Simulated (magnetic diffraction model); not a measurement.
# Moment size from magnetic intensity in DyNi2C2

Space group C2/c (no. 15), a = 8.6280 Å, b = 5.4590 Å, c = 7.0880 Å, β = 126.55°.

```csv
site,atom,x,y,z
4e,Dy,0,0.8663,3/4
8f,Ni,0.6205,0.9150,0.6922
8f,C,0.1714,0.6623,0.5289
```

The compound is invented for this exercise: a known structure type with other elements, its cell scaled to their sizes and not relaxed.

Only Dy is taken to order (form factors of Dy3+); orders and moment sizes are assumed, and not adapted to the symmetry. Radiation: neutrons of λ = 2.567 Å (absorption by Dy left out), 8° to 70°; isotropic B of 0.1 Å² (Dy), 0.14 Å² (Ni) and 0.22 Å² (C). The intensities are simulated: I ∝ L Σ (|F_N|² + |F_M⊥|²) for unpolarised neutrons, with F_M = 2.695 fm/μB × Σ f(s) S exp(2πi Q·r) exp(−B s²) at Q = H ± k (one set where k and −k are equivalent), only the part normal to Q counting and L = 1/(sin²θ cos θ). For collinear order S is the moment m, which repeats by lattice and centring translations R with the sign exp(−2πi k·R). Form factors are spin-only for 3d ions and dipole or tabulated for f ions, scattering lengths are Sears's of 1992, and absorption is left out. A label names one of the reflections at its angle. The strongest nuclear line in the range is 100, and lines under 0.2 are left out.

In a first state the assumed order is k = (0 0 1/2), collinear moments along [101], 7.4 μB on Dy; signs + at (0, 0.8663, 3/4), + at (1/2, 0.6337, 1/4), with this pattern:

| 2θ (°) | index | nuclear | magnetic |
| --- | --- | --- | --- |
| 12.94 | (0 0 1/2) | 0.0 | 68.3 |
| 32.31 | (-1 1 1/2) | 0.0 | 50.7 |
| 34.83 | (1 1 0) | 6.6 | 0.0 |
| 36.90 | (2 0 -1/2) | 0.0 | 6.1 |
| 37.31 | (2 0 -3/2) | 0.0 | 19.3 |
| 39.52 | (0 0 3/2) | 0.0 | 7.0 |
| 41.78 | (1 1 1/2) | 0.0 | 14.5 |
| 42.15 | (1 1 -3/2) | 0.0 | 30.5 |
| 43.48 | (2 0 0) | 10.7 | 0.0 |
| 44.20 | (2 0 -2) | 4.4 | 0.0 |
| 51.70 | (1 1 1) | 25.5 | 0.0 |
| 52.18 | (1 1 -2) | 30.2 | 0.0 |
| 53.59 | (0 0 2) | 25.6 | 0.0 |
| 54.01 | (2 0 -5/2) | 0.0 | 9.2 |
| 56.10 | (0 2 0) | 0.3 | 0.0 |
| 57.84 | (0 2 1/2) | 0.0 | 16.1 |
(The table stops after 16 lines; 12 more lie at higher angle.)

**Question.** Nearer the ordering temperature the line at 12.94° has total intensity 17.1 on the same scale, and all moments have shrunk alike. How large is the Dy moment?

The nuclear part, 0.0, stays, so the magnetic part is 17.1 against 68.3. It goes as m², so m = 7.4 × √(17.1/68.3) = 3.70 μB; the value used was 3.7 μB.

[Logs are printed without paths, hosts, clocks, repeated set-up lines and the standing remarks that a program may print on its own settings, such as how far it seeks lower states.]
